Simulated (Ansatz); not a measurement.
# AlNi (Pm-3m): modes against uniaxial strain along [001], part 2 of 2

Aim: how do the optical modes of AlNi (Pm-3m) shift and split under this strain?

Ansatz 0.2.0; DFT LDA, scalar-relativistic, plane waves, PAW; PAW set soft_1.

So far, highest optical mode at the zone centre (no LO-TO term) (cm⁻¹): step 5 (modes at rest) 307.

The database entry behind the starting cell differs from later determinations by our own check (about 0.2 % short), so it need not match the best structure at ambient conditions.

## Step 7: Zone-centre modes of the member: uniaxial strain of +4 % along [001]

The zone-centre modes follow for uniaxial strain of +4 % along [001].

input.yaml

```yaml
crystal:
  lattice:
    - [2.7887681824, 0.0, 0.0]
    - [0.0, 2.7887681824, 0.0]
    - [0.0, 0.0, 2.9451932816]
  atoms:
    - { symbol: Al, position: [0.0, 0.0, 0.0] }
    - { symbol: Ni, position: [0.5, 0.5, 0.5] }
kpoints:
  mp_grid: { grid: [16, 16, 16] }
hamiltonian:
  xc: lda
  pseudopotentials: { kind: paw, azcp: { folder: soft_1 }, xc_functional: pbe }
scf:
  occupations: { method: methfessel_paxton, width: 0.2 }
output:
  eigenvalues: true
phonons:
  method: dfpt
```

Run with:

```bash
> ansatz run input.yaml --threads 4 --pin off --max-ram 10240MiB --backend cpu --events-out ev --progress --plain --runs-dir out
```

Numbers of over 12 decimals in the logs are rounded to 6 here.

The log of the run:

```text
zone centre: on kpoints.mp_grid the ground state, and the responses unless they are solved on pairs of k-points, stand on 729 of the mesh's 4096 k-points, reduced under 8 symmetry operations, with k and −k counted as one. Each operation leaves every solved displacement unchanged or reverses it
[...]
Crystal: 2 atoms, lattice volume = 22.905 Å³
Basis set: ecut = 420 eV, 461 PW (Γ), exchange–correlation on 40×40×40 points (8 copies of the dense FFT grid, shifted against one another)
Bands: 15, of which v1, the nominal top of the filled ones, is band 11 counted from 1 (10 counted from 0)
Symmetry: 16 space group operations
k-points: 729 of 4096 (irreducible under 8 space group operations)
[...]
SCF iter   1: F=—  HF=-6288.050693 eV  |F-HF|=—  |Δ(HF+E_count)|=         —  Δρ=7.46e-2  dr2=1.36e0  ethr=3.10e-3  ⟨swp⟩=4.1  Hψ=48493  notcnv=0
[...]
SCF iter  10: F=-6287.662067 eV  HF=-6287.662067 eV  |F-HF|=9.09e-13  |Δ(HF+E_count)|=  2.73e-12  S|Δr|=    0.00e0  Δρ=2.28e-8  dr2=5.65e-14  ethr=1.00e-12  ⟨swp⟩=5.6  Hψ=41374  notcnv=0
SCF 1 converged in 10 iterations: F = -6287.662067 eV  dr2 = 5.65e-14
[...]
SCF converged after 10 iterations
[...]
Free energy (F): -6287.662067 eV
[...]
Internal energy: -6287.661481 eV  (E = F + TS)
E sigma→0 (E₀):  -6287.661920 eV
Entropy (-TS):   -0.000586 eV (-0.293 meV/atom)
Fermi energy:    14.272569 eV
[...]
--- Band table (eV; the first three rows and the last of 729) ---
  k-point 0: bands = [... 7 lower, 12.5891, 12.5891, 12.7509, 18.6275, 20.5890, 20.5890, 22.2551, 22.8031]
  k-point 1: bands = [... 7 lower, 12.5631, 12.5631, 12.7536, 18.0052, 20.6779, 20.6779, 22.7986, 22.9005]
  k-point 2: bands = [... 7 lower, 12.4906, 12.4906, 12.7610, 16.8014, 20.9391, 20.9391, 22.7853, 24.1475]
  k-point 728: bands = [... 7 lower, 13.1549, 13.3123, 16.1638, 16.2875, 16.2875, 18.2676, 18.7701, 18.7701]
[...]
ASR residual: 9.376e-6 → 0.000e0 eV/Å²; symmetrization residual: 1.360e-6 eV/Å²
  ASR residual per site (eV/Å²): 9.38e-6 6.23e-6
  Γ frequencies (cm⁻¹): 0.00 0.00 0.00 299.00 299.00 304.38
[...]
```

Run time: 31 s. Hardware: 4 threads of Intel Xeon Platinum 8375C at 2.90GHz (Ice Lake), shared host; peak memory 1 GiB.

This step gave:

| Quantity | Value |
| --- | --- |
| sum-rule residual before enforcement | 9.38e-6 eV/Å² |
| point group | 4/mmm |
| highest optical mode at the zone centre (no LO-TO term) | 304.4 cm⁻¹ |
| lowest optical zone-centre mode | 299 cm⁻¹ |

Patterns of degenerate modes are one choice out of their space. The modes at Γ (shares of kinetic energy by element, %):

```csv
mode,frequency (cm⁻¹),symmetry,Al %,Ni %
1,0.0,acoustic,31,69
2,0.0,acoustic,31,69
3,0.0,acoustic,31,69
4,299.0,Eu,69,31
5,299.0,Eu,69,31
6,304.4,A2u,69,31
```

The lowest optical mode is real, 299 cm⁻¹, and the highest lies at 304.4 cm⁻¹.

## Step 8: A member of the series: uniaxial strain of -4 % along [001]

The cell takes a uniaxial strain of -4 % along [001]. The strained length and the angles are held, while the rest of the cell and the atoms relax.

input.yaml, the sections that differ from step 7:

```yaml
crystal:
  lattice:
    - [2.8651441087, 0.0, 0.0]
    - [0.0, 2.8651441087, 0.0]
    - [0.0, 0.0, 2.718639952]
  atoms:
    - { symbol: Al, position: [0.0, 0.0, 0.0] }
    - { symbol: Ni, position: [0.5, 0.5, 0.5] }
output:
  forces: true
  stress: true
  eigenvalues: true
relax:
  adjacent_minimum: "off"
  f_tol: 0.001
  max_steps: 60
  cell: { stress_tol: 0.01, fix: [c, angles] }
# kpoints, hamiltonian, scf: as in step 7
# phonons: removed
```

The log of the run:

```text
[...]
Crystal: 2 atoms, lattice volume = 22.317 Å³
Basis set: ecut = 420 eV, 445 PW (Γ)
Bands: 15, of which v1, the nominal top of the filled ones, is band 11 counted from 1 (10 counted from 0)
Symmetry: 16 space group operations
[...]
k-points: 405 of 4096
[...]
k-point 404: bands = [... 7 lower, 13.4511, 13.5899, 16.5063, 16.5063, 16.6253, 18.7461, 18.9435, 19.5764]
--- Relaxed structure (4 steps of the walk, 4 accepted, 1 SCFs on fresh bases) ---
[...]
cell:  # Å, volume = 22.5041 Å³
    - [2.877101, 0, 0]
    - [0, 2.877101, 0]
    - [0, 0, 2.718639952]
  atoms:
    - { symbol: Al, position: [0, 0, 0] }
    - { symbol: Ni, position: [0.500000, 0.500000, 0.5] }
[key lines of the parts left out:]
SCF converged after 5 iterations
Free energy (F): -6287.657080 eV
Fermi energy:    14.600573 eV
P = ⅓ Tr σ = 1.9910 GPa (19.910 kbar)
```

Elapsed: 13 s, on 4 threads; peak memory 0.51 GiB; 46 s of CPU time.

Step by step:

```csv
step,energy less that of the first step (eV),largest force component (eV/Å),pressure (GPa),volume (Å³)
1,0.0000,0.0000,3.60,22.32
2,-0.0007,0.0000,2.78,22.41
3,-0.0009,0.0000,2.00,22.50
4,-0.0009,0.0000,1.98,22.50
5*,-0.0010,0.0000,1.99,22.50
```

Relaxation steps marked * repeat the geometry before them on a plane-wave basis chosen anew for their cell, so energy and pressure can jump there.

Forces are held to the 16 operations that the run works with; a distortion that breaks them can't arise in this run.

```csv
"conventional cell, symmetrised",before,after,change
a (Å),2.865,2.877,+0.4 %
b (Å),2.865,2.877,+0.4 %
c (Å),2.719,2.719,-0.0 %
volume (Å³/atom),11.16,11.25,+0.8 %
```

Final coordinates:

```cif
data_structure
_symmetry_space_group_name_H-M 'P 1'
_symmetry_Int_Tables_number 1
_cell_length_a 2.8771
_cell_length_b 2.8771
_cell_length_c 2.7186
_cell_angle_alpha 90.000
_cell_angle_beta 90.000
_cell_angle_gamma 90.000
_cell_volume 22.50
loop_
_atom_site_label
_atom_site_type_symbol
_atom_site_fract_x
_atom_site_fract_y
_atom_site_fract_z
_atom_site_occupancy
Al1 Al 0.00000 0.00000 0.00000 1
Ni2 Ni 0.50000 0.50000 0.50000 1
```

This step gave:

```
pressure        : 1.991 GPa
volume per atom : 11.25 Å³
```

The forces vanish by symmetry.

## Step 9: Zone-centre modes of the member: uniaxial strain of -4 % along [001]

The zone-centre modes follow for uniaxial strain of -4 % along [001].

input.yaml, the sections that differ from step 8:

```yaml
crystal:
  lattice:
    - [2.877101349, 0.0, 0.0]
    - [0.0, 2.877101349, 0.0]
    - [0.0, 0.0, 2.718639952]
  atoms:
    - { symbol: Al, position: [0.0, 0.0, 0.0] }
    - { symbol: Ni, position: [0.5, 0.5, 0.5] }
output:
  eigenvalues: true
phonons:
  method: dfpt
# kpoints, hamiltonian, scf: as in step 8
# relax: removed
```

The log of the run:

```text
[...]
Crystal: 2 atoms, lattice volume = 22.504 Å³
Basis set: ecut = 420 eV, 461 PW (Γ), exchange–correlation on 40×40×40 points (8 copies of the dense FFT grid, shifted against one another)
Bands: 15, of which v1, the nominal top of the filled ones, is band 11 counted from 1 (10 counted from 0)
Symmetry: 16 space group operations
k-points: 729 of 4096 (irreducible under 8 space group operations)
[...]
k-point 2: bands = [... 7 lower, 12.8110, 12.8125, 12.8125, 19.0372, 20.0399, 20.0399, 22.7673, 24.9334]
  k-point 728: bands = [... 7 lower, 13.4511, 13.5899, 16.5063, 16.5063, 16.6253, 18.7461, 18.9435, 19.5764]
[...]
ASR residual: 9.468e-5 → 0.000e0 eV/Å²; symmetrization residual: 1.030e-6 eV/Å²
  ASR residual per site (eV/Å²): 3.48e-6 9.47e-5
  Γ frequencies (cm⁻¹): 0.00 0.00 0.00 309.00 312.79 312.79
[...]
[key lines of the parts left out:]
SCF converged after 9 iterations
Free energy (F): -6287.657080 eV
Fermi energy:    14.600572 eV
```

Elapsed: 31 s, on 4 threads; peak memory 1 GiB.

This step gave:

- sum-rule residual before enforcement: 9.47e-5 eV/Å²
- highest optical mode at the zone centre (no LO-TO term): 312.8 cm⁻¹
- lowest optical zone-centre mode: 309 cm⁻¹

Patterns of degenerate modes are one choice out of their space. Modes at Γ, with each element's share of the kinetic energy:

```csv
mode,frequency (cm⁻¹),symmetry,Al %,Ni %
1,0.0,acoustic,31,69
2,0.0,acoustic,31,69
3,0.0,acoustic,31,69
4,309.0,A2u,69,31
5,312.8,Eu,69,31
6,312.8,Eu,69,31
```

The lowest optical mode is real, 309 cm⁻¹, and the highest lies at 312.8 cm⁻¹.

## Step 10: All members side by side

The members are set side by side, also those not shown above.

Stress is positive in compression; energies are extrapolated to zero smearing, and E0 is that at rest; the edges not held and the atoms are relaxed in each cell; all runs use 16×16×16 k points and Methfessel-Paxton smearing of 0.2 eV. State of the crystal along the series:

```csv
strain (%),stress along the axis (GPa),free strain along [100] (%),free strain along [010] (%),E - E0 (meV/atom)
-4,5.959,1.596,1.596,8.883
-3,4.49,1.173,1.173,5.106
-2,3.067,0.7606,0.7606,2.309
-1,1.535,0.372,0.372,0.5727
0,0.001145,0,0,0
1,-1.307,-0.3728,-0.3728,0.4981
2,-2.351,-0.7546,-0.7546,1.835
3,-3.243,-1.139,-1.139,3.844
4,-4.045,-1.524,-1.524,6.43
```

Optical modes are counted from below at rest and tracked from member to member by their patterns, and modes that stay within 0.3 cm⁻¹ of each other stand once; labels, where given, are those at rest; the edges not held and the atoms are relaxed in each cell; all runs use 16×16×16 k points and Methfessel-Paxton smearing of 0.2 eV. Optical modes along the series:

```csv
strain (%),"optical mode 1 T1u, doublet (cm⁻¹)","optical mode 2 T1u, singlet (cm⁻¹)"
-4,312.8,309
-3,311.8,309
-2,310.7,308.8
-1,309.1,308.2
0,307.3,307.3
1,305.3,306.4
2,303.3,305.6
3,301.2,305
4,299,304.4
```

Value and slope at zero strain of a cubic (a lower polynomial where under five rows exist) through the rows within 2 % of rest. Slopes at rest:

```csv
mode,frequency (cm⁻¹),shift per percent of strain (cm⁻¹),shift per GPa of compressive stress (cm⁻¹)
"optical mode 1 T1u, doublet",307.3,-1.93,1.34
"optical mode 2 T1u, singlet",307.3,-0.96,0.66
```

## Step 11: Results

| Quantity | Value |
| --- | --- |
| members | 9 |
| highest optical mode at the zone centre (no LO-TO term), at rest | 307.3 cm⁻¹ |
| Young’s modulus along [001] | 144 GPa |
| optical mode 1 T1u, doublet, shift per percent | -1.93 cm⁻¹ |
| optical mode 2 T1u, singlet, shift per percent | -0.96 cm⁻¹ |

**Reading.** The stress changes by 1.44 GPa for each percent, a Young’s modulus of 144 GPa along [001]. For each percent the free edge responds with -0.37 %. The strain lowers the symmetry: the level at 307.3 cm⁻¹ splits, into 312.8 and 309.0 cm⁻¹ at -4 %. The fastest shift in the table of slopes is -1.9 cm⁻¹ for each percent (optical mode 1 T1u, doublet), or 1.3 cm⁻¹ for each GPa of compressive stress. For small strain, the measured shift of a line that Raman or infrared light can see, divided by its slope, estimates the stress, if the state of stress is of this kind. These are harmonic frequencies at zero temperature: anharmonic shifts, linewidths and thermal expansion are left out. With no gap, or one that is small against the smearing, the frequencies hang on the k mesh and the smearing, most of all near Kohn anomalies. The runs are without spin polarisation, although the cell has an odd electron count. The PAW files were made for PBE; the program adapts parts of them to the functional of the run, but their partial waves stay those of PBE, an approximation that was not tested in this session. Only the zone centre was solved, so an instability at another wavevector cannot show here.

[Logs are printed without paths, hosts, clocks, repeated set-up lines and the standing remarks that a program may print on its own settings, such as how far it seeks lower states.]

[Hosts, paths, dates, database ids (printed as entryN), source tags and the programs' standing remarks are cut or masked in the printed files.]
